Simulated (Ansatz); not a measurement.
# YTl (Pm-3m): from the cell to its phonons

Aim: the vibrations of YTl (Pm-3m), their spectra, and whether the structure is stable.

Main program and level: Ansatz 0.2.0; DFT PBEsol, scalar-relativistic, plane waves, PAW; PAW set soft_1.

Report form: the programs' logs are mostly left out.

### Step 1. Set-up

Symmetry: Pm-3m, No. 221, cubic system. The conventional cell has a = 3.751 Å, b = 3.751 Å, c = 3.751 Å, α = 90.00°, β = 90.00°, γ = 90.00°. Nearest to Y lie 8 Tl at 3.25 Å. Tl has 8 Y at 3.25 Å nearest. Farther neighbours are not listed.

### Step 2. Bringing the structure to rest

Harmonic phonons are second derivatives at a point where the forces vanish, and they are wanted at zero stress, so atoms and cell are relaxed first.

Contents of input.yaml:

```yaml
crystal:
  lattice:
    - [3.751, 0.0, 0.0]
    - [0.0, 3.751, 0.0]
    - [0.0, 0.0, 3.751]
  atoms:
    - { symbol: "Y", position: [0.5, 0.5, 0.5] }
    - { symbol: Tl, position: [0.0, 0.0, 0.0] }
kpoints:
  mp_grid: { grid: [12, 12, 12] }
hamiltonian:
  xc: pbesol
  pseudopotentials: { kind: paw, azcp: { folder: soft_1 }, xc_functional: pbe }
scf:
  occupations: { method: gaussian, width: 0.1 }
output:
  forces: true
  stress: true
  eigenvalues: true
relax:
  adjacent_minimum: "off"
  f_tol: 0.005
  max_steps: 80
  cell: { stress_tol: 0.05 }
```

Run with:

```
$ ansatz run input.yaml --threads 4 --pin off --max-ram 10240MiB --backend cpu --events-out ev --progress --plain --runs-dir out
```

Elapsed: 4 s, on 4 threads of Arm Neoverse V2, shared host; peak memory 0.4 GiB.

The steps of the relaxation:

| step | energy less that of the first step (eV) | largest force component (eV/Å) | pressure (GPa) | volume (Å³) |
| --- | --- | --- | --- | --- |
| 1 | 0.0000 | 0.0000 | -0.73 | 52.78 |
| 2 | -0.0013 | 0.0000 | 0.31 | 51.89 |
| 3 | -0.0015 | 0.0000 | -0.01 | 52.15 |
| 4* | -0.0015 | 0.0000 | -0.01 | 52.15 |

Relaxation steps marked * repeat the geometry before them on a plane-wave basis chosen anew for their cell, so energy and pressure can jump there.

The run keeps the 48 symmetry operations that it works with, so distortions that break them were not tested.

| conventional cell, symmetrised | before | after | change |
| --- | --- | --- | --- |
| a (Å) | 3.751 | 3.736 | -0.4 % |
| b (Å) | 3.751 | 3.736 | -0.4 % |
| c (Å) | 3.751 | 3.736 | -0.4 % |
| volume (Å³/atom) | 26.39 | 26.07 | -1.2 % |

The relaxed structure:

```xyz
2
Lattice="3.7360 0.0000 0.0000 0.0000 3.7360 0.0000 0.0000 0.0000 3.7360" Properties=species:S:1:pos:R:3 pbc="T T T"
Y     1.8680    1.8680    1.8680
Tl    0.0000    0.0000    0.0000
```

This step gave:

| Quantity | Value |
| --- | --- |
| pressure | -0.005840 GPa |
| volume per atom | 26.07 Å³ |
| gap on the k-mesh | 0 eV |

In this step the volume went from 26.39 to 26.07 Å³/atom.

### Step 3. Tight relaxation

Phonons need a cell at rest on their own settings, so the relaxation is repeated with tight tolerances on forces and stress on the k mesh and occupations of the first response run.

input.yaml, the sections that differ from step 2:

```yaml
crystal:
  lattice:
    - [3.7360273614, 0.0, 0.0]
    - [0.0, 3.7360273614, 0.0]
    - [0.0, 0.0, 3.7360273614]
  atoms:
    - { symbol: "Y", position: [0.5, 0.5, 0.5] }
    - { symbol: Tl, position: [0.0, 0.0, 0.0] }
scf:
  occupations: { method: methfessel_paxton, width: 0.2 }
relax:
  adjacent_minimum: "off"
  f_tol: 0.001
  max_steps: 60
  cell: { stress_tol: 0.01 }
# kpoints, hamiltonian, output: as in step 2
```

It took 3.7 s on 4 threads; peak memory 0.39 GiB.

Little changed from the start: no atom moved by 0.005 Å and no cell edge by 0.1 %.

Numbers from this step:

```
pressure        : -3.17e-5 GPa
volume per atom : 26.06 Å³
```

The forces vanish by symmetry and the pressure is 0.000 GPa, within the tolerances set. The cell now holds 26.06 Å³/atom.

### Step 4. Modes at Γ

The zone centre comes first: it holds the modes that light can see, as far as symmetry allows. No field response is asked, since the mesh shows no gap.

input.yaml, the sections that differ from step 3:

```yaml
crystal:
  lattice:
    - [3.7354647637, 0.0, 0.0]
    - [0.0, 3.7354647637, 0.0]
    - [0.0, 0.0, 3.7354647637]
  atoms:
    - { symbol: "Y", position: [0.5, 0.5, 0.5] }
    - { symbol: Tl, position: [0.0, 0.0, 0.0] }
output:
  eigenvalues: true
phonons:
  method: dfpt
# kpoints, hamiltonian, scf: as in step 3
# relax: removed
```

Elapsed: 11 s, on 4 threads; peak memory 0.76 GiB; 40 s of CPU time.

Numbers from this step:

```yaml
sum_rule_residual_before_enforcement: 5.74e-6 eV/Å²
point_group: m-3m
highest_optical_mode_at_the_zone_centre_no_lo_to_term: 101.5 cm⁻¹
lowest_optical_zone_centre_mode: 101.5 cm⁻¹
```

Patterns of degenerate modes are one choice out of their space. The modes at Γ (shares of kinetic energy by element, %):

| mode | frequency (cm⁻¹) | symmetry | Y % | Tl % |
| --- | --- | --- | --- | --- |
| 1 | 0.0 | acoustic | 30 | 70 |
| 2 | 0.0 | acoustic | 30 | 70 |
| 3 | 0.0 | acoustic | 30 | 70 |
| 4 | 101.5 | T1u | 70 | 30 |
| 5 | 101.5 | T1u | 70 | 30 |
| 6 | 101.5 | T1u | 70 | 30 |

Displacements in mode 6 (101.5 cm⁻¹), the largest set to 1:
```
Y1   0.00  0.00  1.00
Tl2  0.00  0.00 -0.44
```

Before it was imposed, the acoustic sum rule was missed by 5.7e-6 eV/Å². Small misses are needed for a sound result but don't prove that mesh and cutoff are converged. The lowest optical mode is real, 102 cm⁻¹.

### Step 5. The dispersion

Stability and thermal properties need the whole zone. Linear response on a 4×4×4 q mesh gives force constants as far as a supercell of that size would.

Changes to input.yaml since step 4:

```diff
@@ -19 +19,8 @@
   method: dfpt
+  qmesh: [4, 4, 4]
+  temperatures: { t_max: 1000, t_step: 50 }
+  qpath:
+    path:
+      - [[0.0, 0.0, 0.0], [0.0, 0.5, 0.0], [0.5, 0.5, 0.0], [0.0, 0.0, 0.0], [0.5, 0.5, 0.5], [0.0, 0.5, 0.0]]
+      - [[0.5, 0.5, 0.5], [0.5, 0.5, 0.0]]
+    npoints: 10
```

Elapsed: 5.1 min, on 4 threads; peak memory 2.1 GiB; 20 min of CPU time.

Numbers from this step:

| Quantity | Value |
| --- | --- |
| sum-rule residual before enforcement | 4.79e-6 eV/Å² |
| lowest frequency on the path | 0 cm⁻¹ |
| highest frequency on the path or at a solved wavevector | 166.6 cm⁻¹ |
| mean frequency | 90.4 cm⁻¹ |
| Debye temperature (second moment) | 185 K |
| logarithmic mean frequency | 80 cm⁻¹ |
| lowest mode on the q mesh (acoustic modes at Γ apart) | 23.31 cm⁻¹ |
| zero-point energy per atom | 16.81 meV |
| heat capacity at 300 K | 24.48 J/(mol atoms K) |
| vibrational entropy at 300 K | 49.06 J/(mol atoms K) |

Frequencies (cm⁻¹) solved at each irreducible wavevector; negative means imaginary. Frequencies by wavevector, by row:

| q in reciprocal lattice units | star | mode 1 | mode 2 | mode 3 | mode 4 | mode 5 | mode 6 |
| --- | --- | --- | --- | --- | --- | --- | --- |
| 0 0 0 | 1 | 0 | 0 | 0 | 101.5 | 101.5 | 101.5 |
| 0 0 0.25 | 6 | 40.6 | 40.6 | 55.7 | 100.4 | 100.4 | 129.1 |
| 0 0 -0.5 | 3 | 56.3 | 56.3 | 85.3 | 100.5 | 100.5 | 149 |
| 0 0.25 0.25 | 12 | 23.3 | 49.4 | 72.5 | 95.1 | 122.5 | 139.8 |
| 0 0.25 -0.5 | 12 | 50.2 | 56.2 | 57.9 | 86.7 | 139.3 | 158.1 |
| 0 -0.5 -0.5 | 3 | 41.9 | 41.9 | 60.7 | 76.3 | 166.6 | 166.6 |
| 0.25 0.25 0.25 | 8 | 45 | 45 | 62.9 | 130 | 130 | 130.1 |
| 0.25 0.25 -0.5 | 12 | 45.6 | 54.1 | 62.6 | 116.8 | 135.6 | 158.3 |
| 0.25 -0.5 -0.5 | 6 | 62.1 | 62.1 | 70.8 | 118.1 | 154.7 | 154.7 |
| -0.5 -0.5 -0.5 | 1 | 87.3 | 87.3 | 87.3 | 138.6 | 138.6 | 138.6 |

Interpolated from a 4×4×4 q mesh. Phonon branches along the path, in cm⁻¹:

| point | branch 1 | branch 2 | branch 3 | branch 4 | branch 5 | branch 6 |
| --- | --- | --- | --- | --- | --- | --- |
| Γ | 0 | 0 | 0 | 102 | 102 | 102 |
| halfway | 41 | 41 | 56 | 100 | 100 | 129 |
| X | 56 | 56 | 85 | 100 | 100 | 149 |
| halfway | 50 | 56 | 58 | 87 | 139 | 158 |
| M | 42 | 42 | 61 | 76 | 167 | 167 |
| halfway | 23 | 49 | 72 | 95 | 122 | 140 |
| Γ | 0 | 0 | 0 | 102 | 102 | 102 |
| halfway | 45 | 45 | 63 | 130 | 130 | 130 |
| R | 87 | 87 | 87 | 139 | 139 | 139 |
| halfway | 46 | 54 | 63 | 117 | 136 | 158 |
| X | 56 | 56 | 85 | 100 | 100 | 149 |
| jump to R | 87 | 87 | 87 | 139 | 139 | 139 |
| halfway | 62 | 62 | 71 | 118 | 155 | 155 |
| M | 42 | 42 | 61 | 76 | 167 | 167 |

Tetrahedra on a 20×20×20 mesh, mean over bins of 2 cm-1. Interpolated from a 4×4×4 q mesh. Phonon density of states against wavenumber; read off at these points:

wavenumber (cm⁻¹), phonon density of states (1/cm⁻¹/cell) and a bar:
```
      1.0      0.000 
      5.0      0.000 
      9.0      0.001 
     15.0      0.003 #
     19.0      0.006 #
     23.0      0.011 ##
     27.0      0.015 ###
     33.0      0.025 #####
     37.0      0.034 #######
     41.0      0.047 ##########
     45.0      0.074 ###############
     51.0      0.076 ###############
     55.0      0.148 ##############################
     59.0      0.113 #######################
     63.0      0.059 ############
     69.0      0.064 #############
     73.0      0.022 #####
     77.0      0.013 ###
     81.0      0.013 ###
     87.0      0.012 ##
     91.0      0.016 ###
     95.0      0.023 #####
     99.0      0.047 ##########
    101.0      0.089 ##################
    105.0      0.043 #########
    109.0      0.036 #######
    113.0      0.032 ######
    117.0      0.030 ######
    123.0      0.029 ######
    127.0      0.030 ######
    131.0      0.031 ######
    135.0      0.033 #######
    141.0      0.044 #########
    145.0      0.046 #########
    149.0      0.057 ############
    151.0      0.058 ############
    153.0      0.057 ############
    159.0      0.044 #########
    163.0      0.020 ####
    167.0      0.001
```

Phonopy on the run's constants, 15x15x15 mesh, Gaussian sigma 2.0 cm-1. Interpolated from a 4×4×4 q mesh. Partial phonon density of states against wavenumber; read off at these points; values in 1/cm⁻¹/cell:

| wavenumber (cm⁻¹) | Tl | Y |
| --- | --- | --- |
| -5.0 | 3.3e-6 | 1.7e-6 |
| 0.0 | 1.2e-4 | 5.0e-5 |
| 5.0 | 2.2e-4 | 9.0e-5 |
| 10.0 | 7.6e-4 | 3.0e-4 |
| 15.0 | 0.00344 | 0.00124 |
| 20.0 | 0.00506 | 0.00157 |
| 25.0 | 0.0110 | 0.00327 |
| 30.0 | 0.0155 | 0.00420 |
| 35.0 | 0.0227 | 0.00578 |
| 40.0 | 0.0345 | 0.00855 |
| 45.0 | 0.0522 | 0.0130 |
| 50.0 | 0.0624 | 0.0113 |
| 55.0 | 0.104 | 0.0134 |
| 60.0 | 0.0790 | 0.00816 |
| 65.0 | 0.0479 | 0.00553 |
| 70.0 | 0.0502 | 0.00433 |
| 75.0 | 0.0167 | 0.00250 |
| 80.0 | 0.00819 | 0.00567 |
| 85.0 | 0.00339 | 0.0106 |
| 90.0 | 9.6e-4 | 0.0125 |
| 95.0 | 0.00193 | 0.0245 |
| 100.0 | 0.00714 | 0.0532 |
| 105.0 | 0.00537 | 0.0358 |
| 110.0 | 0.00413 | 0.0352 |
| 115.0 | 0.00427 | 0.0236 |
| 120.0 | 0.00363 | 0.0251 |
| 125.0 | 0.00503 | 0.0257 |
| 130.0 | 0.00451 | 0.0228 |
| 135.0 | 0.00667 | 0.0328 |
| 140.0 | 0.00621 | 0.0295 |
| 145.0 | 0.0079 | 0.0433 |
| 150.0 | 0.00796 | 0.0468 |
| 153.4 | 0.00837 | 0.0497 |
| 155.0 | 0.00810 | 0.0473 |
| 160.0 | 0.00647 | 0.0322 |
| 165.0 | 0.00226 | 0.00949 |
| 170.0 | 7.3e-5 | 2.9e-4 |
| 175.0 | 0 | 0 |

Second derivatives of the energy by pair, one row for each kind of neighbour of each atom listed. Each entry sums the pair over the periodic images of the supercell that the q mesh stands for, and in a polar crystal it holds the long-range dipole part too. Force constants by pair, by row:

| atom | neighbour | distance (Å) | third of the trace (eV/Å²) | along the pair's line (eV/Å²) |
| --- | --- | --- | --- | --- |
| Y1 | itself | 0 | 4.813 | – |
| Y1 | Tl | 3.235 | -0.3396 | -1.595 |
| Y1 | Y | 3.735 | -0.3033 | -1.105 |
| Y1 | Y | 5.283 | -0.0373 | -0.0125 |
| Y1 | Tl | 6.195 | 0.0128 | 0.0712 |
| Y1 | Y | 6.47 | -0.0197 | -0.0147 |
| Y1 | Y | 7.471 | 0.0226 | 0.0696 |
| Tl2 | itself | 0 | 3.841 | – |
| Tl2 | Y | 3.235 | -0.3396 | -1.595 |
| Tl2 | Tl | 3.735 | -0.2578 | -0.7536 |
| Tl2 | Tl | 5.283 | 0.0024 | -0.1223 |
| Tl2 | Y | 6.195 | 0.0128 | 0.0712 |
| Tl2 | Tl | 6.47 | -0.002 | 0.0511 |
| Tl2 | Tl | 7.471 | 0.038 | 0.1058 |

Harmonic thermodynamic functions per atom, from the density of states. Interpolated from a 4×4×4 q mesh. Thermodynamic functions, by row:

| T (K) | F_vib (meV/atom) | S (J/mol-atom/K) | C_V (J/mol-atom/K) |
| --- | --- | --- | --- |
| 0 | 16.81 | 0 | 0 |
| 50 | 14.8 | 10.62 | 14.88 |
| 100 | 5.8 | 23.39 | 21.3 |
| 200 | -27.45 | 39.23 | 23.92 |
| 300 | -73.53 | 49.06 | 24.48 |
| 400 | -128.2 | 56.13 | 24.68 |
| 500 | -189.3 | 61.65 | 24.77 |
| 600 | -255.7 | 66.17 | 24.82 |
| 700 | -326.3 | 70 | 24.86 |
| 800 | -400.6 | 73.32 | 24.88 |
| 900 | -478.1 | 76.25 | 24.89 |
| 1000 | -558.5 | 78.88 | 24.9 |

Harmonic mean-square displacement, third of the trace. Interpolated from a 4×4×4 q mesh. Mean square displacements, by row:

| T (K) | Y1 U_eq (Å²) | Tl2 U_eq (Å²) |
| --- | --- | --- |
| 0 | 0.00194 | 0.00153 |
| 100 | 0.00438 | 0.00501 |
| 300 | 0.01199 | 0.01452 |
| 600 | 0.02375 | 0.02895 |

Symmetry leaves 10 wavevectors to solve. The lowest mode among them, the acoustic zeros apart, lies at q = (0, 0.25, 0.25) and is real, 23.3 cm⁻¹.

### Step 6. Another isotope

An isotope changes the mass and not the force constants, so no new electronic calculation is needed; the shifts show which modes move this element.

The same force constants with the mass of Tl changed from 204.380 to 202.972 u (phonopy, no LO-TO term). Both lists are sorted by frequency; levels can cross, so a row need not hold one and the same mode. Modes under 3 cm⁻¹ are left out. Isotope shifts, by row:

| q | rank | natural mass (cm⁻¹) | changed mass (cm⁻¹) |
| --- | --- | --- | --- |
| 0 0 0 | 4 | 101.5 | 101.6 |
| 0 0 0 | 5 | 101.5 | 101.6 |
| 0 0 0 | 6 | 101.5 | 101.6 |
| 0 0 0.25 | 1 | 40.62 | 40.74 |
| 0 0 0.25 | 2 | 40.62 | 40.74 |
| 0 0 0.25 | 3 | 55.68 | 55.85 |
| 0 0 0.25 | 4 | 100.4 | 100.5 |
| 0 0 0.25 | 5 | 100.4 | 100.5 |
| 0 0 0.25 | 6 | 129.1 | 129.2 |
| 0 0 -0.5 | 1 | 56.29 | 56.49 |
| 0 0 -0.5 | 2 | 56.29 | 56.49 |
| 0 0 -0.5 | 3 | 85.3 | 85.6 |
| 0 0 -0.5 | 4 | 100.5 | 100.5 |
| 0 0 -0.5 | 5 | 100.5 | 100.5 |
| 0 0 -0.5 | 6 | 149 | 149 |
| 0 0.25 0.25 | 1 | 23.31 | 23.38 |
| 0 0.25 0.25 | 2 | 49.39 | 49.54 |
| 0 0.25 0.25 | 3 | 72.53 | 72.78 |
| 0 0.25 0.25 | 4 | 95.13 | 95.17 |
| 0 0.25 0.25 | 5 | 122.5 | 122.5 |
| 0 0.25 0.25 | 6 | 139.8 | 139.9 |

A mode of this element alone would shift by +0.35 %. The highest zone-centre frequency without the field goes from 101.5 to 101.6 cm⁻¹ (+0.1 %). The product of the frequency ratios over all optical modes at Γ is 1.003; the product rule, (m/m′)^(3k/2) (M′/M)^(3/2) with k = 1 such atoms and M the mass of the cell, gives 1.003.

### Step 7. Outcome

```
space group after relaxation (within 0.01 Å)            : Pm-3m
volume per atom                                         : 26.1 Å³
electronic character                                    : no gap on this mesh
highest optical mode at the zone centre (no LO-TO term) : 102 cm⁻¹
lowest optical zone-centre mode                         : 102 cm⁻¹
lowest mode on the q mesh (acoustic modes at Γ apart)   : 23.3 cm⁻¹
highest frequency on the path or at a solved wavevector : 167 cm⁻¹
zero-point energy per atom                              : 16.8 meV
heat capacity at 300 K                                  : 24.5 J/(mol atoms K)
vibrational entropy at 300 K                            : 49.1 J/(mol atoms K)
Debye temperature (second moment)                       : 185 K
imaginary modes on the 4×4×4 q mesh                     : none
```

What this shows: The structure is a minimum as far as tested: no mode is imaginary at the 10 irreducible wavevectors of the 4×4×4 mesh, and the softest away from the acoustic zeros lies at 23 cm⁻¹. The optical modes at Γ form one degenerate level at 102 cm⁻¹. The highest mode in this list at Γ, 101.5 cm⁻¹, has its largest share on Y (70 % of the kinetic energy). With no gap, or one that is small against the smearing, the frequencies hang on the k mesh and the smearing, most of all near Kohn anomalies. Spin-orbit coupling is left out, which can matter for the heavy elements here. The PAW files were made for PBE and serve the other functionals too. These are harmonic frequencies at zero temperature: anharmonic shifts, linewidths and thermal expansion are left out.

[Logs are printed without paths, hosts, clocks, repeated set-up lines and the standing remarks that a program may print on its own settings, such as how far it seeks lower states.]

[Hosts, paths, dates, database ids (printed as entryN), source tags and the programs' standing remarks are cut or masked in the printed files.]
